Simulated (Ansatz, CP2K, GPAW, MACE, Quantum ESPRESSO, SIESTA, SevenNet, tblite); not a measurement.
# Quantum ESPRESSO on twisted graphene double bilayer, 27.80° (104 atoms): settings compared

How far do other settings of Quantum ESPRESSO move the forces in twisted graphene double bilayer, 27.80° (104 atoms)? One run of the same program serves as the yardstick.

Calculated with Quantum ESPRESSO 7.5; the method is named at each step.

**1. Set-up**

The cell holds 104 atoms: 104 C. Cell: a = 8.870 Å, b = 8.870 Å, c = 24.180 Å, α = 90.0°, β = 90.0°, γ = 120.0°. It derives from C (graphene). Graphene (a = 2.46 Å) under graphene (a = 2.46 Å), double bilayer, commensurate cell of 13 unit cells a layer, twist 27.80 deg; facing planes 3.33, 3.52, 3.33 Å apart as built; 14 Å of vacuum; minimised with a classical potential. Then every atom was moved at random, 0.05 Å r.m.s. a Cartesian component. Regions: layer 1, 26 atoms (26 C); layer 2, 26 atoms (26 C); layer 3, 26 atoms (26 C); layer 4, 26 atoms (26 C). Vacuum lies along c.

The yardstick, on the same geometry:

| Quantity | Value |
| --- | --- |
| method | Kohn-Sham DFT, PBE, SSSP efficiency 1.3.0 pseudopotentials, plane waves (Quantum ESPRESSO 7.5); sssp-pbe-1.3.0-efficiency, cutoffs 45/360 Ry, Γ point |
| r.m.s. force component | 2.969 eV/Å |
| longest force | 12.73 eV/Å |
| time | 3.6 min on 4 MPI ranks of Arm Neoverse V2, shared host |
| CPU time | 14 min |

**2. PBE, gbrv-1.5, 40/200 Ry**

Method: Kohn-Sham DFT, PBE, GBRV 1.5 ultrasoft pseudopotentials, plane waves.

Contents of pw.in:

```
&control
  calculation = 'scf'
  pseudo_dir = './pseudo'
  outdir = './tmp'
  disk_io = 'none'
  tprnfor = .true.
/
&system
  ibrav = 0
  nat = 104
  ntyp = 1
  ecutwfc = 40
  ecutrho = 200
  nosym = .true.
  occupations = 'smearing'
  smearing = 'fd'
  degauss = 0.003675
/
&electrons
  conv_thr = 5.2e-07
  electron_maxstep = 100
  mixing_beta = 0.2
  mixing_mode = 'local-TF'
  diagonalization = 'david'
/
ATOMIC_SPECIES
C 12.011 C.upf
CELL_PARAMETERS angstrom
8.86970 0.00000 0.00000
-4.43485 7.68139 0.00000
0.00000 0.00000 24.18000
ATOMIC_POSITIONS crystal
C 0.12467 0.18718 0.29057
C 0.17930 0.05690 0.29065
C 0.19462 0.47171 0.29176
C 0.25817 0.35933 0.28701
C 0.28966 0.80749 0.29229
C 0.32597 0.65879 0.29311
C 0.36150 0.10445 0.29141
C 0.42372 0.98998 0.29242
C 0.44143 0.41324 0.28808
C 0.47384 0.27795 0.28733
C 0.51650 0.71831 0.29081
C 0.55923 0.58396 0.29090
C 0.59540 0.03441 0.29013
C 0.63318 0.88722 0.29019
C 0.67076 0.33341 0.29037
C 0.71423 0.20823 0.29155
C 0.73257 0.63026 0.28973
C 0.79494 0.51215 0.29217
C 0.82039 0.95071 0.28617
C 0.85722 0.81374 0.28909
C 0.88678 0.25185 0.28985
C 0.95392 0.14063 0.29038
C 0.97772 0.56808 0.29059
C 0.02931 0.43353 0.29085
C 0.04853 0.87588 0.28763
C 0.11201 0.74573 0.29401
C 0.25916 0.35085 0.43217
C 0.30431 0.22654 0.43247
C 0.33011 0.66691 0.43204
C 0.37763 0.53294 0.42972
C 0.42303 0.97872 0.43116
C 0.45949 0.85285 0.42816
C 0.48544 0.28151 0.42847
C 0.54241 0.14786 0.42680
C 0.56012 0.58840 0.42933
C 0.61541 0.46265 0.42980
C 0.63554 0.89904 0.42872
C 0.68929 0.76994 0.43087
C 0.72389 0.22014 0.42681
C 0.76896 0.08454 0.42992
C 0.79466 0.49959 0.43155
C 0.85476 0.37715 0.43310
C 0.87016 0.81604 0.43467
C 0.92205 0.68512 0.43284
C 0.95537 0.13381 0.42700
C 0.99468 0.99374 0.43252
C 0.02422 0.43464 0.43391
C 0.07421 0.31238 0.43220
C 0.09375 0.74899 0.43021
C 0.15541 0.61975 0.43325
C 0.18213 0.05739 0.42924
C 0.23557 0.92208 0.42970
C 0.74694 0.09914 0.57401
C 0.78770 0.27678 0.56513
C 0.66210 0.34603 0.57143
C 0.71613 0.51557 0.56846
[... 44 atom lines left out ...]
C 0.78757 0.27827 0.70795
C 0.84171 0.45871 0.70953
C 0.71603 0.50859 0.70943
C 0.77677 0.69961 0.71134
K_POINTS gamma
```

Command:

```
$ OMP_NUM_THREADS=1 mpirun -np 4 pw.x -in pw.in > output.txt
```

Output:

```text
Program PWSCF
     gamma-point specific algorithms are used
     one sub-group per band group will be used
     scalapack distributed-memory algorithm (size of sub-group:  2*  2 procs)
     Parallelization info
     sticks:   dense  smooth     PW     G-vecs:    dense   smooth      PW
     Min         966     774    192               132810    94993   11844
     Max         967     778    193               132823    95008   11859
     Sum        3865    3103    769               531265   380001   47395
     bravais-lattice index     =            0
     lattice parameter (alat)  =      16.7613  a.u.
     unit-cell volume          =   11117.3594 (a.u.)^3
     number of atoms/cell      =          104
     number of atomic types    =            1
     number of electrons       =       416.00
     number of Kohn-Sham states=          250
     kinetic-energy cutoff     =      40.0000  Ry
     charge density cutoff     =     200.0000  Ry
     scf convergence threshold =      5.2E-07
     mixing beta               =       0.2000
     number of iterations used =            8  local-TF  mixing
     Exchange-correlation= SLA  PW   PBE  PBE
                           (   1   4   3   4   0   0   0)
     crystal axes: (cart. coord. in units of alat)
               a(1) = (   1.000000   0.000000   0.000000 )
               a(2) = (  -0.500000   0.866026   0.000000 )
               a(3) = (   0.000000   0.000000   2.726135 )
     reciprocal axes: (cart. coord. in units 2 pi/alat)
               b(1) = (  1.000000  0.577350 -0.000000 )
               b(2) = (  0.000000  1.154700  0.000000 )
               b(3) = (  0.000000 -0.000000  0.366820 )
     PseudoPot. # 1 for C :
     Pseudo is Ultrasoft + core correction, Zval =  4.0
     atomic species   valence    mass     pseudopotential
     C                 4.00    12.01100     C ( 1.00)
     No symmetry found
   Cartesian axes
     number of k points=     1  Fermi-Dirac smearing, width (Ry)=  0.0037
                       cart. coord. in units 2pi/alat
        k(    1) = (   0.0000000   0.0000000   0.0000000), wk =   2.0000000
     Dense  grid:   265633 G-vectors     FFT dimensions: (  75,  75, 216)
     Smooth grid:   190001 G-vectors     FFT dimensions: (  72,  72, 192)
     Initial potential from superposition of free atoms
     starting charge     415.9958, renormalised to     416.0000
     negative rho (up, down):  4.256E-03 0.000E+00
     Starting wfcs are  416 randomized atomic wfcs
     Self-consistent Calculation
     iteration #  1     ecut=    40.00 Ry     beta= 0.20
     negative rho (up, down):  2.743E-04 0.000E+00
     total energy              =   -1196.88258570 Ry
     estimated scf accuracy    <      10.32730224 Ry
     iteration #  2     ecut=    40.00 Ry     beta= 0.20
     negative rho (up, down):  6.492E-08 0.000E+00
     total energy              =   -1191.95342791 Ry
     estimated scf accuracy    <       8.05153878 Ry
     iteration #  3     ecut=    40.00 Ry     beta= 0.20
     total energy              =   -1193.42318285 Ry
     estimated scf accuracy    <       0.75141774 Ry
     iteration #  4     ecut=    40.00 Ry     beta= 0.20
     total energy              =   -1193.42308569 Ry
     estimated scf accuracy    <       0.32868782 Ry
     iteration #  5     ecut=    40.00 Ry     beta= 0.20
     total energy              =   -1193.44853997 Ry
     estimated scf accuracy    <       0.14410146 Ry
     iteration #  6     ecut=    40.00 Ry     beta= 0.20
     total energy              =   -1193.41671195 Ry
     estimated scf accuracy    <       0.10515451 Ry
[...]
negative rho (up, down):  7.346E-02 0.000E+00
[...]
negative rho (up, down):  7.218E-02 0.000E+00
[...]
negative rho (up, down):  4.947E-02 0.000E+00
[...]
total energy              =   -1193.41342361 Ry
[...]
iteration # 29     ecut=    40.00 Ry     beta= 0.20
[...]
total energy              =   -1193.41342352 Ry
     estimated scf accuracy    <       0.00000056 Ry
     iteration # 30     ecut=    40.00 Ry     beta= 0.20
     negative rho (up, down):  1.617E-03 0.000E+00
     total energy              =   -1193.41342338 Ry
     estimated scf accuracy    <       0.00000054 Ry
     iteration # 31     ecut=    40.00 Ry     beta= 0.20
     negative rho (up, down):  1.598E-03 0.000E+00
     End of self-consistent calculation
          k = 0.0000 0.0000 0.0000 ( 23698 PWs)   bands (ev):
   -17.7068 -17.6337 -17.5475 -17.4796 -16.2291 -16.2217 -16.1633 -16.1131
   -16.0910 -16.0471 -15.9941 -15.9334 -15.8787 -15.8722 -15.8252 -15.7769
   -15.7638 -15.6573 -15.6217 -15.5616 -15.5573 -15.5040 -15.4859 -15.4787
   -15.4408 -15.3407 -15.3220 -15.2778 -12.8909 -12.8664 -12.7255 -12.6895
   -12.6606 -12.5993 -12.5765 -12.5301 -12.4995 -12.4624 -12.4219 -12.3851
   -12.3394 -12.2913 -12.2574 -12.2345 -12.2139 -12.1935 -12.1701 -12.1242
[...]
3.9831   4.0573   4.0978   4.2187   4.2411   4.3419   4.4150   4.5396
     5.4481   5.6311   6.4330   7.1919   7.6271   7.6516   7.7596   7.8188
     7.8416   7.8450   7.8807   7.9573   7.9634   7.9852   8.0195   8.0283
     8.0450   8.0564
     the Fermi energy is     1.8656 ev
!    total energy              =   -1193.41342312 Ry
     estimated scf accuracy    <       0.00000042 Ry
     smearing contrib. (-TS)   =      -0.00000000 Ry
     internal energy E=F+TS    =   -1193.41342312 Ry
     The total energy is F=E-TS. E is the sum of the following terms:
     one-electron contribution =  -14485.00944262 Ry
     hartree contribution      =    7373.59345672 Ry
     xc contribution           =    -378.92625975 Ry
     ewald contribution        =    6296.92882253 Ry
     convergence has been achieved in  31 iterations
     negative rho (up, down):  1.598E-03 0.000E+00
     Forces acting on atoms (cartesian axes, Ry/au):
     atom    1 type  1   force =     0.16082376   -0.04109867   -0.02521862
     atom    2 type  1   force =    -0.02840167   -0.07513135   -0.01241188
     atom    3 type  1   force =     0.10848876    0.22671307   -0.01483989
     atom    4 type  1   force =     0.01563409   -0.00983552    0.03766090
     atom    5 type  1   force =     0.09274697   -0.12600773    0.02164742
     atom    6 type  1   force =     0.03800138    0.10980984   -0.01736593
[...]
atom  102 type  1   force =     0.04186022    0.00212335   -0.01050358
     atom  103 type  1   force =    -0.00119081    0.13326251   -0.01384780
     atom  104 type  1   force =    -0.13874294   -0.17542058   -0.01894261
     Total force =     2.048134     Total SCF correction =     0.001565
     Message from routine punch:
     Nothing written, as per user request (disk_io='none')
```

Wall time 2.6 min (4 MPI ranks of Arm Neoverse V2, shared host); peak memory 2.1 GiB; 10 min of CPU time.

Banners, paths, timers and routine set-up lines are dropped from the logs unmarked, and long logs keep their key lines alone; longer cuts are marked.

Numbers from this run, and their distance from the reference:

```
r.m.s. force component                  : 2.981 eV/Å
r.m.s. difference of force components   : 18.56 meV/Å
longest difference of force vectors     : 145.6 meV/Å
force difference over r.m.s. force      : 0.6253 %
slope of forces against the reference's : 1.004
correlation of force components         : 1
```

Local excerpt of 11 atoms (numbers count through the whole input) about C98, which bears the longest force; x, y, z are measured from there.

```
atom      x      y      z  distance (Å)  bonds     Fx      Fy  Fz (eV/Å)
 C98   0.00   0.00   0.00          0.00      3  -7.67  -10.33       0.26
 C95   0.94   0.82  -0.03          1.25      3   7.69    6.43       0.26
 C79  -1.48   0.28   0.03          1.50      3   8.19   -4.45      -0.39
 C97   0.27  -1.59   0.01          1.61      3   4.83    6.58       0.08
 C80  -1.73   1.53   0.00          2.31      3  -4.01    9.74       0.92
 C96   0.67   2.24   0.03          2.34      3  -3.03   -0.28      -1.15
 C90   2.36   0.44  -0.04          2.40      3   1.14    0.73       0.55
 C92  -2.31  -0.74  -0.09          2.43      3  -6.53   -3.02       0.97
C104   1.72  -1.87   0.05          2.54      3  -3.57   -4.51      -0.49
 C86  -0.72  -2.49  -0.01          2.59      3   0.64   -4.02      -0.10
C101  -0.75   2.58  -0.03          2.69      3   2.65   -0.52       0.64
```

Forces lie 0.63 % from the reference's, at 0.73 times its CPU time.

**3. Summary of results**

```
force difference from the reference : QE PBE, gbrv-1.5, 40/200 Ry, 0.63 %
its CPU time                        : 10 min
```

What this shows: PBE on plane waves or a grid with other potentials, cutoffs or grids differs from the reference by 0.63 % (QE PBE, gbrv-1.5, 40/200 Ry) of the r.m.s. force; this holds the reference's own error, so differences of a few per cent don't tell which side is nearer the exact PBE result. The reference's PBE has no dispersion term, which matters for the binding between molecules or layers. One k-point is far too coarse for the carbon or group-IV sheet, and it can put spurious forces of up to about 1 eV/Å on the sheet's atoms. The electronic-structure runs sample only Γ, in a cell whose shortest periodic width is 8 Å.

[Also dropped from logs without a mark: logging warnings of Python, and SIESTA's first energy breakdown and zero terms.]

[Logs are printed without paths, hosts, clocks, repeated set-up lines and the standing remarks that a program may print on its own settings, such as how far it seeks lower states.]

[Hosts, paths, dates, database ids (printed as entryN), source tags and the programs' standing remarks are cut or masked in the printed files.]
